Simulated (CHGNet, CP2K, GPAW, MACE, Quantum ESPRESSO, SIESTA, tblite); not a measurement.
## Codes compared on Σ7 (111) twist boundary in a Al-Pt solid solution (84 atoms)

Aim: run Σ7 (111) twist boundary in a Al-Pt solid solution (84 atoms) in several programs and set results and cost side by side. A plane-wave run serves as the reference.

Calculated with Quantum ESPRESSO 7.5; Kohn-Sham DFT, PBE, SSSP efficiency 1.3.0 pseudopotentials, plane waves.

## 1. The starting structure

The cell holds 84 atoms: 73 Al and 11 Pt. Its edges and angles: a = 7.545 Å, b = 7.545 Å, c = 28.340 Å, α = 90.0°, β = 90.0°, γ = 120.0°. Fcc Al lattice (a = 4.0328 Å, the value set for the mixture); two grains turned against each other by 38.21 deg about [111]; 1 x 1 coincidence cells, 2 lattice periods a grain, two boundaries a cell, upper grain shifted by [0.672, 0.278] of the boundary cell and opened by 0.2 Å, one atom of each pair nearer than 1.854 Å removed; 11 of 84 Al sites given to Pt at random (lattice constant by Vegard's rule between Al and Pt); not relaxed, displaced by a Gaussian of 0.02 Å. Then every atom was moved at random, 0.03 Å r.m.s. a Cartesian component. Regions: lower grain, 42 atoms (35 Al and 7 Pt); upper grain, 42 atoms (38 Al and 4 Pt). The structure's axis is c.

## 2. Plane-wave reference

Input file pw.in:

```
&control
  calculation = 'scf'
  pseudo_dir = './pseudo'
  outdir = './tmp'
  disk_io = 'none'
  tprnfor = .true.
  tstress = .true.
/
&system
  ibrav = 0
  nat = 84
  ntyp = 2
  ecutwfc = 45
  ecutrho = 360
  nosym = .true.
  occupations = 'smearing'
  smearing = 'fd'
  degauss = 0.003675
/
&electrons
  conv_thr = 4.2e-07
  electron_maxstep = 100
  mixing_beta = 0.2
  mixing_mode = 'local-TF'
  diagonalization = 'david'
/
ATOMIC_SPECIES
Al 26.982 Al.upf
Pt 195.084 Pt.upf
CELL_PARAMETERS angstrom
7.54468 0.00000 0.00000
-3.77234 6.53388 0.00000
0.00000 0.00000 28.34006
ATOMIC_POSITIONS crystal
Al 0.86247 0.56840 0.00081
Al 0.72612 0.14921 0.99840
Al 0.90916 0.39068 0.08055
Al 0.95127 0.19360 0.16362
Al 0.57161 0.72398 0.99947
Al 0.76884 0.96507 0.08399
Al 0.42378 0.28489 0.00148
Al 0.61501 0.52468 0.08298
Al 0.80406 0.75377 0.16614
Al 0.47984 0.10148 0.08195
Al 0.67113 0.33401 0.16400
Al 0.85799 0.57866 0.24633
[... 68 atom lines left out ...]
Al 0.68093 0.28682 0.74766
Al 0.72379 0.51827 0.83027
Al 0.76628 0.75542 0.91139
Al 0.91574 0.46574 0.91149
K_POINTS gamma
```

Command:

```bash
$ OMP_NUM_THREADS=1 mpirun -np 4 pw.x -in pw.in > output.txt
```

The log of the run:

```text
Program PWSCF
     gamma-point specific algorithms are used
     one sub-group per band group will be used
     scalapack distributed-memory algorithm (size of sub-group:  2*  2 procs)
     Parallelization info
     sticks:   dense  smooth     PW     G-vecs:    dense   smooth      PW
     Min        1260     631    158               271771    96191   12010
     Max        1261     632    160               271776    96220   12024
     Sum        5041    2527    637              1087091   384835   48067
     bravais-lattice index     =            0
     lattice parameter (alat)  =      14.2574  a.u.
     unit-cell volume          =    9427.7779 (a.u.)^3
     number of atoms/cell      =           84
     number of atomic types    =            2
     number of electrons       =       395.00
[... lines left out ...]
     scf convergence threshold =      4.2E-07
[... lines left out ...]
     number of k points=     1  Fermi-Dirac smearing, width (Ry)=  0.0037
[... lines left out ...]
     total energy              =   -5237.38233052 Ry
[... lines left out ...]
     total energy              =   -5135.81083130 Ry
[... lines left out ...]
     total energy              =   -5204.56758680 Ry
[... lines left out ...]
     total energy              =   -5201.37971694 Ry
[... lines left out ...]
     total energy              =   -5201.37971692 Ry
[... lines left out ...]
   -43.3942 -43.3767 -43.3359 -43.2846 -43.2669 -43.2392 -43.2041 -43.1762
[...]
10.7997  10.8558  10.8840  10.9478  10.9871  11.0646  11.1065  11.1191
    11.1430  11.2038  11.2444  11.2575  11.3627  11.4066  11.4644  11.4849
    11.5702  11.6186  11.6680  11.6991  11.7732  11.8250
     the Fermi energy is     9.7826 ev
!    total energy              =   -5201.37971669 Ry
     estimated scf accuracy    <       0.00000030 Ry
     smearing contrib. (-TS)   =      -0.02241590 Ry
     internal energy E=F+TS    =   -5201.35730079 Ry
     The total energy is F=E-TS. E is the sum of the following terms:
     one-electron contribution =   -3711.91441189 Ry
     hartree contribution      =    2059.60150633 Ry
     xc contribution           =    -814.57792777 Ry
     ewald contribution        =    -203.12685353 Ry
     one-center paw contrib.   =   -2531.33961394 Ry
     convergence has been achieved in  26 iterations
     negative rho (up, down):  1.930E+00 0.000E+00
     Forces acting on atoms (cartesian axes, Ry/au):
     atom    1 type  1   force =    -0.01108027    0.02865987   -0.01452567
     atom    2 type  1   force =     0.01367960   -0.01530955   -0.00058505
     atom    3 type  1   force =    -0.00060792   -0.00482485    0.02900987
[...]
atom   83 type  1   force =     0.00192038    0.00197159    0.00355454
     atom   84 type  1   force =    -0.00133755    0.00090145    0.00087211
     Total force =     0.276658     Total SCF correction =     0.001836
     Computing stress (Cartesian axis) and pressure
     negative rho (up, down):  1.930E+00 0.000E+00
          total   stress  (Ry/bohr**3)                   (kbar)     P=      -30.87
  -0.00039363  -0.00000966  -0.00000459          -57.90       -1.42       -0.67
  -0.00000966  -0.00041677   0.00001779           -1.42      -61.31        2.62
  -0.00000459   0.00001779   0.00018078           -0.67        2.62       26.59
     Message from routine punch:
     Nothing written, as per user request (disk_io='none')
```

Elapsed: 4.2 min, on 4 MPI ranks of Arm Neoverse V2, shared host; peak memory 4.3 GiB; 17 min of CPU time.

Banners, paths, timers and routine set-up lines are dropped from the logs unmarked, and long logs keep their key lines alone; longer cuts are marked.

Numbers from this run:

```
r.m.s. force component : 0.4481 eV/Å
longest force          : 2.39 eV/Å
pressure               : -3.087 GPa
```

## 3. Local order

Density 4.89 g/cm³, 16.63 Å³ an atom.

Pair distribution functions g(r), in bins of 0.1 Å:

```
r (Å)  total  Al-Al  Al-Pt  Pt-Pt
 2.45   0.00   0.00   0.00   0.00
 2.55   0.10   0.13   0.00   0.00
 2.65   0.22   0.24   0.19   0.00
 2.75   2.92   2.94   3.07   0.00
 2.85  12.40  12.50  11.70  18.10
 2.95   2.82   2.86   2.75   2.15
 3.05   0.21   0.18   0.30   0.00
 3.15   0.13   0.08   0.14   1.82
 3.25   0.18   0.16   0.26   0.00
 3.35   0.08   0.08   0.12   0.00
 3.45   0.13   0.11   0.23   0.00
 3.55   0.12   0.17   0.00   0.00
 3.65   0.12   0.12   0.10   0.00
 3.75   0.09   0.09   0.10   0.00
 3.85   0.13   0.14   0.09   0.00
 3.95   1.14   1.17   1.06   1.16
 4.05   2.49   2.47   2.54   2.24
 4.15   0.66   0.73   0.33   2.16
 4.25   0.05   0.05   0.00   1.01
 4.35   0.17   0.15   0.22   0.00
 4.45   0.08   0.08   0.00   0.94
 4.55   0.08   0.06   0.13   0.00
 4.65   0.09   0.08   0.13   0.00
 4.75   0.11   0.11   0.06   0.82
 4.85   2.51   2.60   1.99   5.44
 4.95   7.47   7.61   6.90   9.02
 5.05   1.46   1.47   1.37   2.18
 5.15   0.21   0.20   0.21   0.70
 5.25   0.26   0.27   0.25   0.00
 5.35   0.18   0.20   0.10   0.00
 5.45   0.27   0.20   0.47   0.62
 5.55   0.31   0.30   0.22   1.78
 5.65   2.07   1.98   2.29   2.87
 5.75   2.21   2.28   2.06   1.12
 5.85   0.28   0.28   0.24   0.54
 5.95   0.28   0.27   0.31   0.00
 6.05   0.17   0.18   0.15   0.00
 6.15   0.15   0.13   0.15   0.96
 6.25   0.60   0.56   0.74   0.47
 6.35   3.82   3.89   3.53   4.10
 6.45   1.96   2.08   1.54   2.22
 6.55   0.23   0.25   0.16   0.43
 6.65   0.18   0.18   0.13   0.82
 6.75   0.17   0.14   0.28   0.41
```

Neighbours by pair of elements; one cutoff, the widest of the pairs' first minima of g(r), serves all pairs of this metal:

```
pair A-B  cutoff (Å)  bonds  mean length (Å)  spread (Å)  shortest (Å)  B about A  A about B
   Al-Al        3.38    374             2.86       0.083          2.58       10.2       10.2
   Al-Pt        3.38    109             2.86       0.081          2.67       1.49       9.91
   Pt-Pt        3.38     10             2.88       0.098          2.81       1.82       1.82
```

How many atoms have how many bonded neighbours:

```
element  mean  10  11  12
     Al  11.7   4  11  58
     Pt  11.7   1   1   9
```

## 4. The ladder

The programs:
- CHGNet: machine-learned potential, published weights.
- CP2K 2026.2: Gaussian basis with GTH pseudopotentials and a plane-wave density; labels give functional, basis (MOLOPT sets; SR short-range, UZH the newer set with its own potentials), grid cutoff/relative cutoff and solver (OT: orbital transformation; TRS4, TC2, SIGN: linear-scaling purification with its sparsity filter), or its built-in tight binding.
- GPAW 26.7.0: PAW with atomic orbitals (LCAO), plane waves or a real-space grid of spacing h.
- MACE: machine-learned potential, published weights.
- Quantum ESPRESSO 7.5: plane waves; labels (QE) give functional, pseudopotential set and cutoffs of waves/density.
- SIESTA 5.4.2: numerical atomic orbitals, whose automatically made sets are far from complete, with PseudoDojo norm-conserving potentials that we converted to its format (checked against plane waves on the same files for H, C, O, Si, Ge and Ca alone); labels give functional, basis size, energy shift and mesh cutoff.
- tblite 0.8.0: extended tight binding, driven from Python.

All use the same cell and atoms; the electronic-structure runs use the same k-mesh, and an electronic temperature of 580 K (0.05 eV) where levels are smeared.

Differences are against the plane-wave reference, forces as r.m.s. over components; share is that over the reference's r.m.s. force, slope the least-squares factor from reference forces to these. Total energies of different programs have different zeros and aren't compared.

```
                                                 run  Δ force, r.m.s. (meV/Å)  share (%)   slope  Δ pressure (GPa)  cores  CPU time  memory (GiB)
                                           reference                        -          -       -                 -      4    17 min           4.3
                             CHGNet r2SCAN potential                      307       68.6   0.426             -4.39      1     4.2 s           1.5
      CP2K PBE, DZVP-UZH, 600/50 Ry, diagonalisation                     14.7       3.28   1.012            -0.115      4    17 min           7.2
               GPAW PBE, LCAO dzp, h 0.25 Å (coarse)                     18.5       4.13   1.017                 -      1    11 min           1.2
            GPAW PBE, LCAO sz(dzp), h 0.2 Å (coarse)                      187       41.7   1.222                 -      1   3.6 min           1.4
                         MACE MP-0b2 small potential                      226       50.4   0.661             0.693      1     5.7 s          0.67
                        MACE MP-0b3 medium potential                      215       47.9   0.679            0.0559      1     7.2 s          0.99
                         QE PBE, gbrv-1.5, 40/200 Ry                     3.48      0.777   0.999             0.016      4   6.3 min           1.6
SIESTA PBE, DZP, shift 0.01 Ry, mesh 100 Ry (coarse)                     20.5       4.57   1.004            -0.118      2     4 min           0.8
         SIESTA PBE, DZP, shift 0.01 Ry, mesh 300 Ry                     18.3       4.09   1.004            -0.173      2    17 min           2.1
                                     tblite GFN1-xTB                      591        132  -0.009              29.5      1      13 s          0.17
```

Rows marked coarse were listed beforehand as settings not expected to be converged; some can still land near the reference.

Times of the machine-learned potentials are mostly Python's start and the loading of weights.

CPU time is summed over cores on a shared host, where runs went side by side, so it is rough. Symmetry, cutoffs, thresholds, outputs and thread counts weren't matched or tuned between programs; memory under MPI is the largest rank's times the ranks.

Runs without a result: GPAW PBE, LCAO dzp, h 0.2 Å (cut off at its time limit of 15 min); GPAW revPBE, LCAO dzp, h 0.2 Å (cut off at its time limit of 15 min).

Mean charges by element (e), by run and scheme:

```
                                           run     scheme     Al     Pt
CP2K PBE, DZVP-UZH, 600/50 Ry, diagonalisation   Mulliken  +0.08  -0.51
CP2K PBE, DZVP-UZH, 600/50 Ry, diagonalisation  Hirshfeld   0.00  +0.02
   SIESTA PBE, DZP, shift 0.01 Ry, mesh 300 Ry  Hirshfeld  -0.03  +0.20
                               tblite GFN1-xTB   Mulliken  +0.09  -0.58
```

Within one program, basis, potentials and functional, energies share a zero. Each run against its twin at the usual cutoff or grid and solver:

```
                                        run                             twin  Δ energy (meV/atom)  Δ force, r.m.s. (meV/Å)  CPU time over the twin's
SIESTA PBE, DZP, shift 0.01 Ry, mesh 100 Ry  DZP, shift 0.01 Ry, mesh 300 Ry                -4.17                     6.13                      0.24
```

A second geometry, displaced anew (every atom was moved at random, 0.04 Å r.m.s. a Cartesian component), gives an energy difference that all programs can be tested on. The reference puts it at 0.1932 meV/atom.

```
                                           run  energy less the first geometry's (meV/atom)  error (meV/atom)  force share at the second geometry (%)
                       CHGNet r2SCAN potential                                        0.651             0.458                                    67.4
CP2K PBE, DZVP-UZH, 600/50 Ry, diagonalisation                                       0.2398            0.0466                                    3.35
                               tblite GFN1-xTB                                       0.9038             0.711                                     136
   SIESTA PBE, DZP, shift 0.01 Ry, mesh 300 Ry                                       0.3917             0.199                                    4.55
                  MACE MP-0b3 medium potential                                       0.9587             0.765                                    49.6
                   MACE MP-0b2 small potential                                        0.704             0.511                                    50.5
   SIESTA PBE, DZP, shift 0.01 Ry, mesh 100 Ry                                       0.3862             0.193                                    4.81
                  GPAW PBE, LCAO dzp, h 0.25 Å                                       0.0751            -0.118                                    4.38
                   QE PBE, gbrv-1.5, 40/200 Ry                                       0.1479           -0.0453                                   0.832
               GPAW PBE, LCAO sz(dzp), h 0.2 Å                                       0.4083             0.215                                    42.5
```

## 5. Summary of results

- reference r.m.s. force component: 0.448 eV/Å
- nearest in forces: QE PBE, gbrv-1.5, 40/200 Ry, 0.78 %
- farthest in forces: tblite GFN1-xTB, 132 %
- cheapest electronic-structure run beside the reference: tblite GFN1-xTB, 13 s of CPU time

What this shows: PBE on plane waves or a grid with other potentials, cutoffs or grids, coarse settings apart, differs from the reference by 0.78 % (QE PBE, gbrv-1.5, 40/200 Ry) of the r.m.s. force; this holds the reference's own error, so differences of a few per cent don't tell which side is nearer the exact PBE result. The PBE runs in local orbitals, coarse settings apart, differ by 3.3 % (CP2K PBE, DZVP-UZH, 600/50 Ry, diagonalisation) to 4.1 % (SIESTA PBE, DZP, shift 0.01 Ry, mesh 300 Ry); basis, grid and potentials can all enter. Tight binding differs by 132 % (tblite GFN1-xTB); it is another model, with fitted parameters of its own, and the xTB methods hold dispersion. Machine-learned potentials differ by 48 % (MACE MP-0b3 medium potential) to 69 % (CHGNet r2SCAN potential); they were trained on other programs' data, some at another functional. The reference samples few k-points for this cell, and its sampling error, which other DFT runs on the same mesh share, can be part of so large a difference. Among those trained on PBE data the slope goes as low as 0.66, with a correlation of 0.87, so directions differ as well as sizes. Runs with settings chosen to be coarse differ by 4.1 % (GPAW PBE, LCAO dzp, h 0.25 Å) to 42 % (GPAW PBE, LCAO sz(dzp), h 0.2 Å), their programs' other errors included. Of the electronic-structure runs that take under half the reference's CPU time, QE PBE, gbrv-1.5, 40/200 Ry comes nearest, at 0.78 % in 6.3 min against 17 min. GPAW PBE, LCAO sz(dzp), h 0.2 Å stiffens the forces by a factor of 1.22 while following their directions (correlation 0.961); the slopes of the 2 GPAW runs lie between 1.02 and 1.22. Charges hang on model, scheme and program or settings: among these rows the mean for Pt runs from -0.58 to +0.20 e, even in sign. The energy difference between the two geometries, 0.193 meV/atom in the reference, is met best by CP2K PBE, DZVP-UZH, 600/50 Ry, diagonalisation (+0.0466) and QE PBE, gbrv-1.5, 40/200 Ry (-0.0453) and worst by MACE MP-0b3 medium potential (+0.765). In the reference: levels near the Fermi energy are neither full nor empty under the smearing, so no gap is quoted. In the reference: for some of the pairs, g(r) has its first main peak near 2.85 Å (Al-Al), 2.85 Å (Al-Pt) and 2.86 Å (Pt-Pt). Periodic xTB results under one method name differ between programs and library versions. The potentials hold different valence shells: 395 electrons in the reference, 417 in CP2K with DZVP-UZH and 417 in SIESTA; this bears on time and differences. The reference's pressure holds the uncorrected Pulay stress of its 45 Ry basis, so small pressure differences, and their order, may be the reference's own error. The electron count is odd in these runs, and they have no spin polarisation, so the unpaired electron is spread evenly over both spins. Machine-learned potentials mimic data converged in k, so the reference's own k-point error enters their differences. The reference's stress is far from hydrostatic: its diagonal is -5.8, -6.1, 2.7 GPa, compression counted positive. The host structure and its lattice constant were typed by rule, without a check against the phase diagram. The reference's pressure of -3.1 GPa belongs to a cell and atoms that aren't relaxed at this level. The electronic-structure runs sample only Γ, in a cell whose shortest periodic width is 7 Å, which is coarse for a cell with partly filled levels. Spin–orbit coupling is left out, which matters for the levels of the heavy elements.

[Also dropped from logs without a mark: logging warnings of Python, and SIESTA's first energy breakdown and zero terms.]

[Logs are printed without paths, hosts, clocks, repeated set-up lines and the standing remarks that a program may print on its own settings, such as how far it seeks lower states.]

[Hosts, paths, dates, database ids (printed as entryN), source tags and the programs' standing remarks are cut or masked in the printed files.]
